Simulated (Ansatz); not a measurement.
# Structural relaxation of random wurtzite alloy of AlN and GaN (72 atoms)

Wanted: the relaxed structure of random wurtzite alloy of AlN and GaN (72 atoms) and its electronic structure.

Program: Ansatz 0.2.0. Level of theory: Kohn-Sham DFT, PBE, PAW (set soft_2), plane waves. Results are calculated unless marked as measured.

Most raw output is cut from this account.

## (1) The starting structure

The cell holds 72 atoms: 22 Al, 36 N and 14 Ga. Cell: a = 9.426 Å, b = 9.426 Å, c = 10.122 Å, α = 90.0°, β = 90.0°, γ = 120.0°. It derives from AlN (wurtzite) and GaN, repeated 3×3×2. Wurtzite AlN, 3 x 3 x 2 conventional cells, 14 of 36 Al sites given to Ga at random (x = 0.389), lattice by Vegard's rule (a = 3.142 Å, c = 5.061 Å); not relaxed, displaced by a Gaussian of 0.02 Å.

Before any run, some limits are plain. The host structure and its lattice constant were typed by rule, without a check against the phase diagram. Sampling is at Γ alone, for a cell whose shortest periodic width is 8 Å.

## (2) Single point at the start

A single point comes first, to see the forces before anything moves.

File input.yaml:

```yaml
crystal:
  lattice:
    - [9.4257, 0.0, 0.0]
    - [-4.71285, 8.1629, 0.0]
    - [0.0, 0.0, 10.1218]
  atoms:
    - { symbol: Al, position: [0.00176, 0.00211, 0.00107] }
    - { symbol: "N", position: [0.11097, 0.22511, 0.06032] }
    - { symbol: Al, position: [0.11106, 0.22216, 0.24811] }
    - { symbol: "N", position: [0.99675, 0.00158, 0.30879] }
    [... 62 atom lines left out ...]
    - { symbol: Ga, position: [0.77632, 0.88645, 0.24942] }
    - { symbol: "N", position: [0.66815, 0.66564, 0.30972] }
    - { symbol: Al, position: [0.66676, 0.66089, 0.50288] }
    - { symbol: "N", position: [0.78008, 0.88808, 0.55618] }
    - { symbol: Ga, position: [0.77718, 0.88966, 0.74874] }
    - { symbol: "N", position: [0.6642, 0.66568, 0.80999] }
kpoints:
  mp_grid: { grid: [1, 1, 1] }
hamiltonian:
  xc: pbe
scf:
  occupations: { method: fixed }
output:
  forces: true
  stress: true
  populations: true
  dos:
    method: { smearing: { sigma: 0.1 } }
    de: 0.1
    projected: { site_lists: { Al: [Al], Ga: [Ga], "N": ["N"] } }
  eigenvalues: true
```

On the command line:

```sh
ansatz run input.yaml --threads 4 --pin off --max-ram 8192MiB --backend cpu --events-out ev --progress --plain --runs-dir out
```

Elapsed: 9.5 s, on 4 threads of Arm Neoverse V2, shared host; peak memory 0.98 GiB; 34 s of CPU time.

Numbers from this run:

- free energy: -78678.1855 eV
- free energy per atom: -1092.7526 eV/atom
- SCF cycles: 8
- pressure: 5.277 GPa
- r.m.s. force component: 0.5644 eV/Å
- longest force: 1.938 eV/Å
- Fermi energy: 8.325 eV
- gap (highest filled to lowest empty level): 3.159 eV
- spilling of the projection: 0.004557

The r.m.s. force component of 0.56 eV/Å and the pressure of 5.3 GPa set the starting point.

Length of the force by element:

```
element  coordination  atoms  mean length of the force (eV/Å)  spread   least  most
     Al           all     22                            0.735   0.336   0.169  1.57
     Ga           all     14                            0.595   0.356  0.0632  1.53
      N           all     36                             1.05   0.480   0.277  1.94
```

## (3) Relaxation

The atoms are relaxed in the fixed cell, aiming at the force tolerance of the input.

input.yaml, the sections that differ from step 2:

```yaml
output:
  forces: true
relax:
  f_tol: 0.05
  max_steps: 200
# crystal, kpoints, hamiltonian, scf: as in step 2
```

Run time: 17 s. Hardware: 4 threads; peak memory 0.93 GiB.

Step by step:

```
step  energy less that of the first step (eV)  largest force component (eV/Å)
   1                                   0.0000                          1.8121
   2                                  -1.1662                          0.7910
   3                                  -1.5086                          0.0550
   4                                  -1.5098                          0.0062
```

The atoms that moved most (Å):

```
atom      dx      dy      dz  length
  N4   0.081   0.023  -0.046   0.096
 N24  -0.001  -0.070   0.063   0.095
 N36   0.004  -0.033  -0.080   0.086
 N52  -0.063   0.007  -0.054   0.084
  N6   0.029  -0.013   0.075   0.081
 N46  -0.020  -0.012  -0.076   0.079
 N30  -0.022  -0.022   0.073   0.079
 Al7   0.014   0.007   0.077   0.078
```

The relaxation changed the energy by -21.0 meV/atom, and atoms moved by 0.051 Å r.m.s., 0.096 Å at most.

## (4) Distances and neighbours after relaxation

Bonds before and after, by the cutoffs listed below:

```
pair  bonds before  bonds after  mean before (Å)  mean after (Å)  spread before (Å)  spread after (Å)
N-Al            88           88            1.913           1.896              0.027             0.009
N-Ga            56           56            1.920           1.948              0.024             0.009
```

Density 4.42 g/cm³, 10.82 Å³ an atom.

g(r), total and by pair (bins of 0.2 Å):

```
r (Å)  total   N-N  N-Al  N-Ga  Al-Al  Al-Ga  Ga-Ga
 1.80   2.04  0.00  6.70  0.00   0.00   0.00   0.00
 2.00   2.68  0.00  2.96  9.15   0.00   0.00   0.00
 2.20   0.00  0.00  0.00  0.00   0.00   0.00   0.00
 2.40   0.00  0.00  0.00  0.00   0.00   0.00   0.00
 2.60   0.00  0.00  0.00  0.00   0.00   0.00   0.00
 2.80   0.00  0.00  0.00  0.00   0.00   0.00   0.00
 3.00   1.43  3.71  0.37  0.00   3.12   0.74   0.00
 3.20   4.30  6.84  0.51  0.86   7.85   9.30  11.25
 3.40   0.00  0.00  0.00  0.00   0.00   0.00   0.00
 3.60   2.01  0.00  4.17  3.80   0.00   0.00   0.00
 3.80   0.84  0.00  1.54  1.90   0.00   0.00   0.00
 4.00   0.00  0.00  0.00  0.00   0.00   0.00   0.00
 4.20   0.01  0.03  0.00  0.00   0.00   0.00   0.00
 4.40   2.45  2.48  2.42  2.22   2.48   2.89   2.25
 4.60   0.17  0.14  0.21  0.39   0.00   0.00   0.00
 4.80   1.64  0.00  3.29  3.28   0.00   0.00   0.00
 5.00   0.29  0.47  0.05  0.05   0.45   0.71   0.49
 5.20   0.08  0.22  0.00  0.00   0.15   0.08   0.00
 5.40   2.54  4.92  0.00  0.00   4.86   5.87   4.29
 5.60   0.13  0.31  0.05  0.19   0.00   0.00   0.00
 5.80   1.33  0.49  2.46  2.24   0.07   0.12   0.00
 6.00   1.61  2.42  0.56  0.64   2.81   2.83   2.85
 6.20   0.95  0.83  0.99  0.89   0.97   1.10   1.28
 6.40   0.41  0.48  0.41  0.58   0.38   0.13   0.16
 6.60   1.82  0.00  3.69  3.54   0.00   0.00   0.00
 6.80   0.22  0.00  0.40  0.48   0.00   0.00   0.00
 7.00   1.65  2.09  1.21  1.21   1.98   2.29   1.80
 7.20   0.18  0.01  0.34  0.40   0.00   0.00   0.00
```

Bonds by pair of elements; cutoffs follow the first minimum of g(r), held within bounds set by covalent radii, and pairs that aren't listed don't count as bonded:

```
pair A-B  cutoff (Å)  bonds  mean length (Å)  spread (Å)  shortest (Å)  B about A  A about B
    N-Al        2.33     88             1.90       0.009          1.87       2.44          4
    N-Ga        2.38     56             1.95       0.009          1.93       1.56          4
```

How many atoms have how many bonded neighbours:

```
element  mean   4
     Al     4  22
     Ga     4  14
      N     4  36
```

Bond angles, per cent of each kind in bins of 5°:

```
angle (°)  N-Al-N  Al-N-Ga  N-Ga-N  Al-N-Al  Ga-N-Ga
  105–110    62.1     64.3    59.5     42.2    100.0
  110–115    37.9     35.7    40.5     57.8      0.0
```

Bond angles (no mean is given where the spread exceeds 20°):

```
  angle  count  mean (°)  spread (°)
 N-Al-N    132       110         1.8
Al-N-Ga     98       109         1.5
 N-Ga-N     84       110         1.5
Al-N-Al     83       110         1.7
Ga-N-Ga     35       108         1.2
```

Rings of the network by King's shortest-path rule, up to 12 atoms, one path for each pair of neighbours; H, halogens, alkali and alkaline-earth atoms are left out, and the last column divides by all other atoms, bonded or not:

```
ring size (atoms)  rings  per network atom
                6    142              1.97
```

By these cutoffs all Al atoms have 4, all Ga atoms have 4 and all N atoms have 4 bonded neighbours. The N-Al-N angle averages 110° with a spread of 1.8°. All rings counted have 6 atoms.

## (5) Single point at the relaxed geometry

The electronic structure is read at the final geometry, in a run of its own.

File input.yaml:

```yaml
crystal:
  lattice:
    - [9.4257, 0.0, 0.0]
    - [-4.71285, 8.1629, 0.0]
    - [0.0, 0.0, 10.1218]
  atoms:
    - { symbol: Al, position: [0.00274, 0.00177, 0.00154] }
    - { symbol: "N", position: [0.11168, 0.22369, 0.05808] }
    - { symbol: Al, position: [0.11314, 0.22424, 0.24665] }
    - { symbol: "N", position: [0.00679, 0.00439, 0.3042] }
    [... 62 atom lines left out ...]
    - { symbol: Ga, position: [0.77757, 0.8873, 0.24913] }
    - { symbol: "N", position: [0.66387, 0.66074, 0.31214] }
    - { symbol: Al, position: [0.66556, 0.66542, 0.50038] }
    - { symbol: "N", position: [0.7763, 0.88451, 0.55576] }
    - { symbol: Ga, position: [0.77909, 0.88932, 0.74883] }
    - { symbol: "N", position: [0.6633, 0.66117, 0.80598] }
kpoints:
  mp_grid: { grid: [1, 1, 1] }
hamiltonian:
  xc: pbe
scf:
  occupations: { method: fixed }
output:
  forces: true
  stress: true
  populations: true
  dos:
    method: { smearing: { sigma: 0.1 } }
    de: 0.1
    projected: { site_lists: { Al: [Al], Ga: [Ga], "N": ["N"] } }
  eigenvalues: true
  write_density: true
  write_potential: true
  volumetric_format: npy
```

The job ended after 9.7 s (4 threads; peak memory 0.99 GiB; 35 s of CPU time).

Numbers from this run:

| Property | Result |
| --- | --- |
| free energy | -78679.6953 eV |
| free energy per atom | -1092.7735 eV/atom |
| SCF cycles | 8 |
| pressure | 4.678 GPa |
| r.m.s. force component | 0.0025 eV/Å |
| longest force | 0.00714 eV/Å |
| Fermi energy | 8.268 eV |
| gap (highest filled to lowest empty level) | 3.164 eV |
| spilling of the projection | 0.004545 |

Löwdin charges by element (they lack the spilled electrons, 0.027 e an atom on average):

```
element  coordination  atoms  mean charge (e)  spread  least    most
     Al           all     22             1.12  0.0053   1.11    1.14
     Ga           all     14            0.771  0.0068  0.761   0.782
      N           all     36           -0.933  0.0729  -1.04  -0.826
```

Charge against the make-up of the first shell:

```
Al neighbours of N  atoms  mean charge (e)
                 1      7            -0.83
                 2     14           -0.903
                 3      7           -0.973
                 4      8            -1.04
```

States in the cell by windows of 1 eV, zero at the Fermi level; the larger projections on atomic orbitals stand beside the total:

```
from (eV)  to (eV)  total   N p  Al p  Ga p   N s  Ga d
      -17      -16    0.0   0.0   0.0   0.0   0.0   0.0
      -16      -15    2.2   0.0   0.0   0.0   1.1   0.0
      -15      -14   46.3   0.2   4.1   3.7  18.7  16.0
      -14      -13   75.8   1.1   4.3   0.4  10.8  57.9
      -13      -12   64.4   0.8   2.1   1.3   6.3  52.8
      -12      -11   23.3   0.3   1.4   1.9   8.2  11.0
      -11       -7    0.0   0.0   0.0   0.0   0.0   0.0
       -7       -6    2.0   1.1   0.3   0.2   0.0   0.0
       -6       -5   29.5  17.0   1.9   1.4   1.5   0.2
       -5       -4   43.8  27.7   5.1   3.6   1.6   0.3
       -4       -3   18.7  12.6   1.3   0.8   1.6   0.2
       -3       -2   23.5  18.2   2.7   1.9   0.0   0.1
       -2       -1   63.8  53.1   4.9   3.6   0.4   0.5
       -1        0   33.4  30.1   0.9   1.4   0.0   0.4
        0        1    1.2   1.2   0.0   0.0   0.0   0.0
        1        3    0.0   0.0   0.0   0.0   0.0   0.0
        3        4    2.0   0.1   0.0   0.0   0.9   0.0
        4        5    2.4   0.2   0.9   0.5   0.1   0.0
```

With fixed occupations the program's Fermi level is the highest filled level; weight inside the gap is the broadening of levels at its edges.

The levels nearest the highest filled one (over half full), pooled over k-points and spins:

```
level less the highest filled one (eV)  occupation
                                -0.516           2
                                -0.390           2
                                -0.360           2
                               -0.0805           2
                               -0.0465           2
                                     0           2
                                  3.16           0
                                  4.99           0
                                  5.03           0
                                  5.14           0
                                  5.16           0
                                  5.23           0
```

Valence density in the ac plane at fractional y = 0.001, with atoms of Al and N and Ga within 0.2 Å of it. It is the smooth field of the valence electrons, not physical close to the nuclei.

Ten steps, logarithmic in the rise over the least value, from '_' (0 e/Å³) to '@' (34 e/Å³), each cell a mean:
```
______________________________::**%%**::..__________
....__________........________..::--::..__________..
--::..______..::----::________..::::::..________..--
++==::______..--====--..______::--====::..____..--==
++==::......::==++++--::..__..::==++==--........--==
==--::........::----::........::--==--::........::--
............__........__..........::................
____________________________________________________
____________________________________________________
....__........__________......__......____....____..
++--..........________..........==++==::........::==
@@**::........________........::##@@%%--........--%%
%%++::________________________::**%%##::..____..--##
--::..__________....__________..::--::..________..--
::::..________::::::..________..::::::..________..::
==--::______..--====--..____..::======::..____..::==
++==::..____::==++++==::____..--==++==--..__....--==
==--::..____..--====--..____..::--==--::........::==
::....________........________..........__..........
____________________________________________________
____________________________________________________
______......__________........__......__........____
____..........________..........--++==............__
______........________........::##@@%%--........____
```
Columns run along a (9.4 Å), rows up along c (10.1 Å). Atoms in or near the plane, at fractional coordinates: Al at (0.00, 0.00), N at (0.01, 0.30), Ga at (0.00, 0.50), N at (0.00, 0.81), Al at (0.33, 0.00), N at (0.33, 0.31), Al at (0.33, 0.50), N at (0.34, 0.82), Ga at (0.67, 0.00), N at (0.66, 0.31), Ga at (0.67, 0.50), N at (0.67, 0.81).

Electrostatic potential energy in the ac plane at fractional y = 0.001, with atoms of Al and N and Ga within 0.2 Å of it. With pseudopotentials it is smooth inside the atoms' cores, unlike the true potential.

Ten even steps from '0' (-40 eV) to '9' (11 eV), each cell a mean:
```
86799976776899865556899867
67899997667999986668999987
68999998678999998789999997
04899995115999984138999971
02898894004988971007988960
47987797558877885248877885
99987899999987899999878899
99999999999999999999999999
99999999999999999999999999
78999998788999998789999998
55799986666899975557999965
55699976886799865555899855
55699976776799965556899855
56899987667999986668999976
78999999779999998789999998
14999995116999983138999983
01798883004988971007988960
25887887337887885248877884
99987899999988899999888999
99999999999999999999999999
99999999999999999999999999
78999998778999998789999987
66799986666899975557999876
87689976886799865555899868
```
Columns run along a (9.4 Å; values clipped at the 3rd and 97th percentile), rows up along c (10.1 Å). Atoms in or near the plane, at fractional coordinates: Al at (0.00, 0.00), N at (0.01, 0.30), Ga at (0.00, 0.50), N at (0.00, 0.81), Al at (0.33, 0.00), N at (0.33, 0.31), Al at (0.33, 0.50), N at (0.34, 0.82), Ga at (0.67, 0.00), N at (0.66, 0.31), Ga at (0.67, 0.50), N at (0.67, 0.81).

Mean Löwdin charges: Al +1.12, Ga +0.77, N -0.93 e (they miss 0.45 % of the electrons, so they add up to more than the cell's charge). The charge on N changes by -0.070 e for each Al neighbour that takes the place of another kind, on average. The largest share in the top eV of filled states is N p (92 % of the projected weight), and in the lowest eV of empty states N s (47 % of the projected weight).

Local excerpt of 18 atoms (numbers count through the whole input) about N16, whose charge lies farthest from its element's mean; x, y, z are measured from there.

```
atom      x      y      z  distance (Å)  bonds  Löwdin charge (e)
 N16   0.00   0.00   0.00          0.00      4              -1.04
Al15  -0.01   1.80  -0.60          1.89      4               1.12
 Al7   1.57  -0.90  -0.57          1.90      4               1.13
Al55  -1.57  -0.89  -0.58          1.90      4               1.13
 Al9   0.01   0.00   1.91          1.91      4               1.12
 N50  -1.57  -0.86   2.46          3.04      4              -0.91
  N6   1.57  -0.91  -2.46          3.06      4              -0.83
 N54  -1.57  -0.91  -2.48          3.07      4              -0.83
  N2   1.57  -0.91   2.50          3.09      4              -1.04
 N24  -1.57   2.67   0.02          3.10      4              -0.97
 N48   1.57   2.67  -0.04          3.10      4              -0.90
 N14   0.03   1.83  -2.50          3.10      4              -0.90
 N10  -0.04   1.78   2.54          3.10      4              -0.98
  N8   1.57  -2.69   0.04          3.11      4              -0.90
 N56  -1.58  -2.69  -0.05          3.12      4              -0.83
Ga13   0.01   0.00  -3.14          3.14      4               0.77
 N40   3.14   0.00   0.01          3.14      4              -1.04
 N64  -3.15   0.00   0.00          3.15      4              -1.04
```

The column of bonds counts only the pairs N-Al within 2.33 Å, N-Ga within 2.38 Å; other neighbours, such as metal atoms beside each other in a compound, aren't counted, and periodic images can show an atom twice.

## (6) A changed input

The input is spoilt on purpose; the run shows how that looks.

File input.yaml:

```yaml
crystal:
  lattice:
    - [9.4257, 0.0, 0.0]
    - [-4.71285, 8.1629, 0.0]
    - [0.0, 0.0, 10.1218]
  atoms:
    [... the 72 atom lines of step 2 ...]
kpoints:
  mp_grid: { grid: [1, 1, 1] }
hamiltonian:
  xc: pbe
scf:
  occupations: { method: fixed }
  max_iter: 60
output:
  forces: true
accuracy: many
```

Elapsed: 0.02 s, on 4 threads; peak memory 0.021 GiB.

The input was rejected at the start.

The program's message: “Error: YAML parse error: error: line 88 column 1: unknown variant `many`, expected one of low, medium, high”

The fault in the input: a value that the key doesn't take (accuracy = "many"). The fix is to take out accuracy.

## (7) A repeat

The input is that of the reference in all keys that bear on the result, so the run is a repeat.

input.yaml, the sections that differ from step 6:

```yaml
scf:
  occupations: { method: fixed }
output:
  forces: true
  stress: true
  populations: true
  dos:
    method: { smearing: { sigma: 0.1 } }
    de: 0.1
    projected: { site_lists: { Al: [Al], Ga: [Ga], "N": ["N"] } }
  eigenvalues: true
# crystal, kpoints, hamiltonian: as in step 6
# accuracy: removed
```

Wall time 9.1 s (4 threads); peak memory 0.98 GiB; 33 s of CPU time.

Forces differ from those of the single point at the start by 0 meV/Å r.m.s., 0 % of their size. It took 0.96 times the reference's time (shared host, so rough).

## (8) Summary of results

```yaml
energy_change_in_the_relaxation: -20.97 meV/atom
r_m_s_displacement: 0.051 Å
largest_displacement: 0.096 Å
free_energy_per_atom: -1092.7735 eV/atom
density: 4.422 g/cm³
pressure: 4.678 GPa
r_m_s_force_component: 0.0025 eV/Å
spacing_of_highest_filled_and_lowest_empty_level: 3.164 eV
wall_time_of_the_4_dft_runs: 45 s
```

What this shows: Relaxation lowers the energy by 21.0 meV/atom and moves atoms by 0.051 Å r.m.s.; the r.m.s. force component goes from 0.56 to 0.0025 eV/Å, the pressure goes from 5.3 to 4.7 GPa. By the final cutoffs no bond was broken or made. From the first step to the last the energy fell by 1.510 eV, and the largest move was 0.10 Å (N4, with 1 other atom within 2 % of it). The N-Ga bonds change most in mean length: from 1.920 Å (spread 0.024) to 1.948 Å (spread 0.009). By these cutoffs all Al atoms have 4, all Ga atoms have 4 and all N atoms have 4 bonded neighbours. The highest filled and lowest empty levels differ by 3.16 eV at Γ alone; the mesh holds the band edges only if they fold onto it, so the gap at this level can be narrower or closed, while semilocal functionals tend to narrow gaps against experiment.

What to keep in mind: The pressure of 4.7 GPa shows the cell to be compressed for this functional.

[Logs are printed without paths, hosts, clocks, repeated set-up lines and the standing remarks that a program may print on its own settings, such as how far it seeks lower states.]

[Hosts, paths, dates, database ids (printed as entryN), source tags and the programs' standing remarks are cut or masked in the printed files.]
